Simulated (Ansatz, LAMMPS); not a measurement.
# Glassy 67P2O5-20BaO-13Al2O3 (mol %) (86 atoms) in motion

Aim: follow glassy 67P2O5-20BaO-13Al2O3 (mol %) (86 atoms) for a short time with forces from DFT, then look at structure and electrons in the last frame.

Method: Kohn-Sham DFT, LDA, PAW (set soft_2), plane waves, in Ansatz 0.2.0.

## (1) The starting structure

The cell holds 86 atoms: 20 P, 3 Ba, 4 Al and 59 O. Its edges and angles: a = 10.771 Å, b = 10.771 Å, c = 10.771 Å, α = 90.0°, β = 90.0°, γ = 90.0°. 86 atoms (20 P, 3 Ba, 4 Al, 59 O) placed at random at 2.81 g/cm³, melted at 4000 K for 10 ps at fixed volume with the Morse and Coulomb pair potential with partial charges (Pedone, Malavasi, Menziani, Cormack and Segre, J. Phys. Chem. B 110, 11780 (2006)). Quenched from 4000 K to 300 K at 20 K/ps and fixed volume, held 10 ps at zero pressure, then minimised at fixed cell.

Limits known from the start: The quench rate of 20 K/ps is orders of magnitude faster than experiment, which tends to freeze in extra defects. The network of bonds at the start is that of the classical potential that made the cell. The Brillouin zone is sampled at Γ only, in a cell whose shortest periodic width is 11 Å. The levels lack spin–orbit coupling, which is large for the heavy elements here.

## (2) Dynamics at 400 K

A Nosé–Hoover thermostat steers the temperature while disturbing the dynamics little. The time step is 1.0 fs.

File input.yaml:

```yaml
crystal:
  lattice:
    - [10.77141, 0.0, 0.0]
    - [0.0, 10.77141, 0.0]
    - [0.0, 0.0, 10.77141]
  atoms:
    - { symbol: P, position: [0.07407, 0.69339, 0.23456] }
    - { symbol: P, position: [0.81905, 0.10532, 0.76899] }
    - { symbol: P, position: [0.21983, 0.94507, 0.4411] }
    - { symbol: P, position: [0.12817, 0.23153, 0.04379] }
    [... 76 atom lines left out ...]
    - { symbol: O, position: [0.96756, 0.96625, 0.08606] }
    - { symbol: O, position: [0.82074, 0.24487, 0.73894] }
    - { symbol: O, position: [0.99913, 0.60518, 0.15645] }
    - { symbol: O, position: [0.69196, 0.0471, 0.75751] }
    - { symbol: O, position: [0.1588, 0.62217, 0.58902] }
    - { symbol: O, position: [0.90844, 0.04531, 0.67938] }
kpoints:
  mp_grid: { grid: [1, 1, 1] }
hamiltonian:
  xc: lda
scf:
  occupations: { method: fixed }
output:
  forces: true
md:
  timestep: 1.0
  n_steps: 249
  ensemble: nvt_nose_hoover
  temperature: 400
  initial_velocities: maxwell_boltzmann
  seed: 1281
```

The run is started by

```bash
ansatz run input.yaml --threads 4 --pin off --max-ram 8192MiB --backend cpu --events-out ev --progress --plain --runs-dir out
```

The job ended after 20 min (4 threads of Arm Neoverse V2, shared host; peak memory 1.3 GiB).

The program notes that it switched symmetry off.

Rows from the run:

```csv
time (fs),T (K),potential (meV/atom),conserved (meV/atom)
0.0,400,0.0,0.00
17.0,562,-21.0,-0.06
33.0,414,-2.6,0.03
50.0,591,-26.9,-0.04
66.0,636,-36.1,-0.05
83.0,591,-35.5,-0.02
100.0,513,-30.9,-0.02
116.0,571,-41.6,-0.07
133.0,465,-31.0,-0.02
149.0,503,-38.5,-0.04
166.0,449,-34.2,-0.05
183.0,426,-33.8,-0.05
199.0,441,-38.1,-0.05
216.0,433,-39.7,-0.06
232.0,429,-41.5,-0.06
249.0,405,-40.7,-0.06
```

Mean square displacement from the first frame to the last: P 0.16 Å², Ba 0.45 Å², Al 0.079 Å², O 0.40 Å².

Table of mean square displacement by time lag:

```
time lag (fs)  Al (Å²)  Ba (Å²)   O (Å²)   P (Å²)
          1.0   5.2e-5   1.5e-5   7.2e-5   4.1e-5
          6.0  0.00183   5.4e-4  0.00251  0.00142
         11.0  0.00574  0.00182  0.00787  0.00432
         21.0   0.0166  0.00670   0.0232   0.0115
         26.0   0.0217   0.0103   0.0317   0.0148
         32.0   0.0267   0.0157   0.0426   0.0184
         37.0   0.0298   0.0210   0.0521   0.0211
         42.0   0.0324   0.0270   0.0620   0.0238
         52.0   0.0379   0.0414   0.0830   0.0305
         57.0   0.0415   0.0496   0.0945   0.0351
         63.0   0.0460   0.0603    0.109   0.0416
         68.0   0.0497   0.0699    0.122   0.0473
         73.0   0.0527   0.0800    0.135   0.0531
         83.0   0.0571    0.102    0.160   0.0638
         88.0   0.0586    0.113    0.173   0.0689
         94.0   0.0605    0.128    0.187   0.0752
         99.0   0.0622    0.140    0.200   0.0806
        104.0   0.0641    0.153    0.212   0.0862
        114.0   0.0673    0.180    0.237   0.0976
        119.0   0.0681    0.194    0.248    0.103
        125.0   0.0684    0.211    0.261    0.109
```

Over the second half of 249 fs the temperature averages 454 K, falling from about 496 to 426 K (means over the first and last quarter of that half). The conserved energy stays within 0.08 meV/atom. From first frame to last Ba has the largest mean square displacement, 0.45 Å² at the end; the farthest move is 1.30 Å. The count of bonds goes from 115 in the first frame to 115 in the last, by one set of cutoffs: 2 pairs passed out of them and 2 came within. The run spans 0.25 ps, too short for its means to be equilibrium values.

## (3) Distances and neighbours late in the run

The g(r) is a mean over the second half; what follows it is taken at the last frame.

Density 2.77 g/cm³, 14.53 Å³ an atom.

Mean of 14 frames. Pair distribution functions g(r), in bins of 0.2 Å:

```
r (Å)  total   O-O   O-P  O-Al  O-Ba   P-P  P-Al
 1.40   1.50  0.00  4.68  0.00  0.00  0.00  0.00
 1.60   2.97  0.00  8.98  1.64  0.00  0.00  0.00
 1.80   0.71  0.00  0.45  8.79  0.00  0.00  0.00
 2.00   0.06  0.00  0.00  0.90  0.00  0.00  0.00
 2.20   0.01  0.01  0.00  0.09  0.00  0.00  0.00
 2.40   1.33  2.62  0.00  0.16  1.76  0.00  0.00
 2.60   1.83  3.53  0.00  0.29  3.29  0.02  0.00
 2.80   0.71  1.00  0.21  0.04  1.32  2.04  0.00
 3.00   0.75  0.65  0.38  0.39  0.72  3.20  4.45
 3.20   0.74  0.57  0.86  0.56  0.17  0.70  5.54
 3.40   0.78  0.63  1.18  0.81  0.40  0.00  0.79
 3.60   0.95  0.72  1.42  1.17  0.41  0.22  0.07
 3.80   1.08  0.85  1.42  1.67  0.57  0.43  0.33
 4.00   1.21  0.78  1.68  2.71  0.92  0.61  1.22
 4.20   1.04  0.87  1.09  2.07  1.04  0.79  1.94
 4.40   1.00  1.10  0.74  1.08  1.30  1.33  1.35
 4.60   1.10  1.39  0.72  0.68  1.18  1.22  1.02
 4.80   1.14  1.38  0.89  0.56  1.11  1.32  1.22
 5.00   1.04  1.20  0.85  0.51  1.51  1.17  0.96
 5.20   0.91  0.87  0.92  0.61  1.09  1.34  1.10
```

Bonds by pair of elements; cutoffs follow the first minimum of g(r), held within bounds set by covalent radii, and pairs that aren't listed don't count as bonded:

```
pair A-B  cutoff (Å)  bonds  mean length (Å)  spread (Å)  shortest (Å)  B about A  A about B
     O-P        2.11     80             1.55       0.073          1.42       1.36          4
    O-Al        2.23     18             1.83       0.134          1.63      0.305        4.5
    O-Ba        3.29     17             2.66       0.176          2.34      0.288       5.67
```

How many atoms have how many bonded neighbours:

| element | mean | 1 | 2 | 3 | 4 | 5 | 6 |
| --- | --- | --- | --- | --- | --- | --- | --- |
| Al | 4.5 | 0 | 0 | 0 | 2 | 2 | 0 |
| Ba | 5.67 | 0 | 0 | 0 | 0 | 1 | 2 |
| O | 1.95 | 6 | 50 | 3 | 0 | 0 | 0 |
| P | 4 | 0 | 0 | 0 | 20 | 0 | 0 |

Bond angles, per cent of each kind in bins of 5°:

```
angle (°)  O-P-O  O-Ba-O  O-Al-O  P-O-P  Al-O-P
    50–55    0.0     2.5     0.0    0.0     0.0
    55–60    0.0     5.0     0.0    0.0     0.0
    60–65    0.0     0.0     0.0    0.0     0.0
    65–70    0.0    12.5     0.0    0.0     0.0
    70–75    0.0     5.0     0.0    0.0     0.0
    75–80    0.0     7.5     0.0    0.0     0.0
    80–85    0.0     7.5     6.2    0.0     0.0
    85–90    0.0     5.0    18.8    0.0     0.0
    90–95    1.7     2.5     9.4    0.0     0.0
   95–100    8.3     2.5     9.4    0.0     0.0
  100–105   22.5     7.5     6.2    0.0     0.0
  105–110   25.0     5.0     6.2    0.0     0.0
  110–115   20.8     7.5    12.5    0.0     0.0
  115–120   13.3     5.0     9.4    9.5     0.0
  120–125    5.8     2.5     9.4    9.5     0.0
  125–130    2.5     5.0     0.0   19.0     5.6
  130–135    0.0     2.5     0.0    4.8    11.1
  135–140    0.0     2.5     3.1    9.5     5.6
  140–145    0.0     2.5     0.0   28.6    11.1
  145–150    0.0     5.0     3.1   19.0    22.2
  150–155    0.0     2.5     3.1    0.0    33.3
  155–160    0.0     2.5     0.0    0.0     5.6
  160–165    0.0     0.0     3.1    0.0     0.0
  165–170    0.0     0.0     0.0    0.0     5.6
```

Bond angles (no mean is given where the spread exceeds 20°):

```csv
angle,count,mean (°),spread (°)
O-P-O,120,109,7.2
O-Ba-O,40,-,-
O-Al-O,32,-,-
P-O-P,21,136,10
Al-O-P,18,147,9.6
```

Oxygen atoms by the number of network formers (Si, P, Ge, B, Al, As, Ga) bound to them:

```
network formers bound to O  O atoms  per cent
                         0        0         0
                         1       20      33.9
                         2       39      66.1
```

Network units: each former by its oxygen neighbours and how many of them bridge to another former:

```
former  O neighbours  bridging O  atoms
     P             4           2      3
     P             4           3     14
     P             4           4      3
    Al             4           4      2
    Al             5           5      2
```

Bond length by coordination (bonds to H left out):

```csv
element,coordination,atoms,mean bond length (Å)
Al,4,2,1.76
Al,5,2,1.88
Ba,5,1,2.62
Ba,6,2,2.67
O,1,6,1.46
O,2,50,1.74
O,3,3,2.12
```

Rings of the network by King's shortest-path rule, up to 12 atoms, one path for each pair of neighbours; H, halogens, alkali and alkaline-earth atoms are left out, and the last column divides by all other atoms, bonded or not:

| ring size (atoms) | rings | per network atom |
| --- | --- | --- |
| 8 | 3 | 0.036 |
| 10 | 5 | 0.06 |
| 12 | 4 | 0.048 |

First main peaks of g(r), for some of the pairs, lie near 2.5 Å (O-O), 1.5 Å (O-P), 1.8 Å (O-Al), 2.6 Å (O-Ba), 2.9 Å (P-P) and 3.1 Å (P-Al). Counting bonds as in the table, 50 % of Al atoms have 4 and as many 5, 67 % of Ba atoms have 6, 85 % of O atoms have 2 and all P atoms have 4 bonded neighbours. The O-P-O angle averages 109° with a spread of 7°. 66 % of the oxygens bridge two formers (P and Al) and 34 % are non-bridging. The commonest P unit has 4 oxygens, 3 of them shared with other formers (14 of 20 atoms). Rings of 10 atoms are the most common (42 % of those counted); sizes run from 8 to 12, where the search stops.

## (4) Single point at the last frame

The last frame is solved again with fuller output, to read the electronic structure of a thermally displaced geometry.

File input.yaml:

```yaml
crystal:
  lattice:
    - [10.77141, 0.0, 0.0]
    - [0.0, 10.77141, 0.0]
    - [0.0, 0.0, 10.77141]
  atoms:
    - { symbol: P, position: [0.08546, 0.68258, 0.24114] }
    - { symbol: P, position: [0.83234, 0.10315, 0.77962] }
    - { symbol: P, position: [0.23482, 0.97421, 0.43776] }
    - { symbol: P, position: [0.15329, 0.20641, 0.01795] }
    [... 76 atom lines left out ...]
    - { symbol: O, position: [0.95931, 0.95943, 0.10982] }
    - { symbol: O, position: [0.84315, 0.24795, 0.7828] }
    - { symbol: O, position: [0.98488, 0.60997, 0.18117] }
    - { symbol: O, position: [0.70393, 0.05395, 0.76828] }
    - { symbol: O, position: [0.18339, 0.59863, 0.57585] }
    - { symbol: O, position: [0.923, 0.05125, 0.69166] }
kpoints:
  mp_grid: { grid: [1, 1, 1] }
hamiltonian:
  xc: lda
scf:
  occupations: { method: fixed }
output:
  forces: true
  stress: true
  populations: intrinsic
  dos:
    method: { smearing: { sigma: 0.15 } }
    de: 0.1
    projected: { site_lists: { Al: [Al], Ba: [Ba], O: [O], P: [P] } }
  eigenvalues: true
  write_density: true
  write_potential: true
  volumetric_format: npy
```

The job ended after 19 s (4 threads; peak memory 1.4 GiB; 70 s of CPU time).

Read from the output:

```yaml
free_energy: -66716.0968 eV
free_energy_per_atom: -775.7686 eV/atom
scf_cycles: 10
pressure: -0.8117 GPa
r_m_s_force_component: 1.064 eV/Å
longest_force: 5.124 eV/Å
fermi_energy: 3.263 eV
spacing_of_highest_filled_and_lowest_empty_level: 3.549 eV
```

Neighbours are counted within 2.11 Å (O-P), 2.23 Å (O-Al), 3.29 Å (O-Ba), the cutoffs taken from the dynamics.

Length of the force by element and coordination:

| element | coordination | atoms | mean length of the force (eV/Å) | spread | least | most |
| --- | --- | --- | --- | --- | --- | --- |
| Al | all | 4 | 1.84 | 0.251 | 1.60 | 2.26 |
| Al | 4 | 2 | 1.98 | 0.280 | 1.70 | 2.26 |
| Al | 5 | 2 | 1.70 | 0.0973 | 1.60 | 1.80 |
| Ba | all | 3 | 1.42 | 0.447 | 1.08 | 2.05 |
| Ba | 5 | 1 | 2.05 | 0 | 2.05 | 2.05 |
| Ba | 6 | 2 | 1.10 | 0.0256 | 1.08 | 1.13 |
| O | all | 59 | 1.26 | 0.659 | 0.132 | 3.74 |
| O | 1 | 6 | 1.09 | 0.401 | 0.669 | 1.76 |
| O | 2 | 50 | 1.29 | 0.698 | 0.132 | 3.74 |
| O | 3 | 3 | 1.17 | 0.115 | 1.01 | 1.25 |
| P | all | 20 | 2.48 | 1.21 | 0.315 | 5.12 |

Intrinsic-atomic-orbital charges by element and coordination:

```
element  coordination  atoms  mean charge (e)  spread   least    most
     Al           all      4             1.32  0.0619    1.23    1.39
     Al             4      2             1.37   0.019    1.35    1.39
     Al             5      2             1.27  0.0403    1.23    1.31
     Ba           all      3             1.81  0.0196    1.78    1.83
     Ba             5      1             1.82       0    1.82    1.82
     Ba             6      2             1.81  0.0235    1.78    1.83
      O           all     59           -0.907  0.0732   -1.07  -0.811
      O             1      6           -0.909  0.0291  -0.959  -0.870
      O             2     50           -0.904  0.0759   -1.07  -0.811
      O             3      3           -0.960  0.0681   -1.05  -0.886
      P           all     20             2.14   0.041    2.08    2.22
```

States in the cell by windows of 1 eV, zero at the Fermi level; the larger projections on atomic orbitals stand beside the total:

```csv
from (eV),to (eV),total,O p,P p,O s,Ba p
-18,-17,4.5,0.3,0.8,3.2,0.0
-17,-16,3.7,0.2,0.8,2.6,0.0
-16,-14,0.0,0.0,0.0,0.0,0.0
-14,-13,2.0,1.2,0.3,0.2,0.0
-13,-12,9.4,5.3,1.2,1.1,0.3
-12,-11,17.8,5.8,1.2,0.9,8.6
-11,-10,16.7,6.4,1.6,0.8,6.9
-10,-9,15.2,10.2,2.8,0.7,0.2
-9,-8,16.2,11.1,2.5,1.0,0.1
-8,-7,16.4,11.4,2.0,1.5,0.1
-7,-6,29.4,21.6,2.9,3.1,0.3
-6,-5,42.1,33.9,2.7,3.2,0.4
-5,-4,46.4,40.2,1.9,2.1,0.3
-4,-3,56.7,51.3,1.8,1.4,0.2
-3,-2,53.5,49.6,1.5,0.8,0.1
-2,-1,38.9,36.5,1.0,0.3,0.1
-1,0,10.3,9.7,0.2,0.0,0.0
0,1,1.2,1.2,0.0,0.0,0.0
1,3,0.0,0.0,0.0,0.0,0.0
3,4,2.0,0.1,0.1,0.4,0.0
4,5,7.7,0.8,0.9,0.8,0.0
```

With fixed occupations the program's Fermi level is the highest filled level; weight inside the gap is the broadening of levels at its edges.

Between -26 and -18 eV lie 114 more states.

The levels nearest the highest filled one (over half full), pooled over k-points and spins:

```
level less the highest filled one (eV)  occupation
                                 -1.03           2
                                -0.736           2
                                -0.413           2
                                -0.356           2
                                -0.165           2
                                     0           2
                                  3.55           0
                                  4.59           0
                                  4.67           0
                                  4.80           0
                                  4.96           0
                                  5.07           0
```

Mean intrinsic-atomic-orbital charges: Al +1.32, Ba +1.81, O -0.91, P +2.14 e.

## (5) What came out

* mean temperature, second half: 454 K
* temperature swing, second half: 30.51 K
* slope of the conserved energy against time, by least squares: -0.313 meV/atom/ps
* free energy per atom: -775.7686 eV/atom
* pressure: -0.8117 GPa
* r.m.s. force component: 1.064 eV/Å
* gap (highest filled to lowest empty level): 3.549 eV
* wall time of the 2 DFT runs: 20 min

In words: Over the second half of 249 fs the temperature averages 454 K, falling from about 496 to 426 K (means over the first and last quarter of that half). The conserved energy stays within 0.08 meV/atom. The count of bonds goes from 115 in the first frame to 115 in the last, by one set of cutoffs: 2 pairs passed out of them and 2 came within. The run spans 0.25 ps, too short for its means to be equilibrium values. Counting bonds as in the table, 50 % of Al atoms have 4 and as many 5, 67 % of Ba atoms have 6, 85 % of O atoms have 2 and all P atoms have 4 bonded neighbours. 66 % of the oxygens bridge two formers (P and Al) and 34 % are non-bridging. Between filled and empty levels lie 3.55 eV (at Γ alone); a local or semilocal functional tends to put such gaps too low. In a disordered cell it changes from sample to sample, and tail or defect levels can set it.

**Limits.** The starting topology of bonds comes from the classical model; in DFT 2 of its 115 bonded pairs passed out of the cutoffs and 2 came within them. The pressure of a single frame lacks the kinetic term, about 0.43 GPa here.

[Logs are printed without paths, hosts, clocks, repeated set-up lines and the standing remarks that a program may print on its own settings, such as how far it seeks lower states.]

[Hosts, paths, dates, database ids (printed as entryN), source tags and the programs' standing remarks are cut or masked in the printed files.]
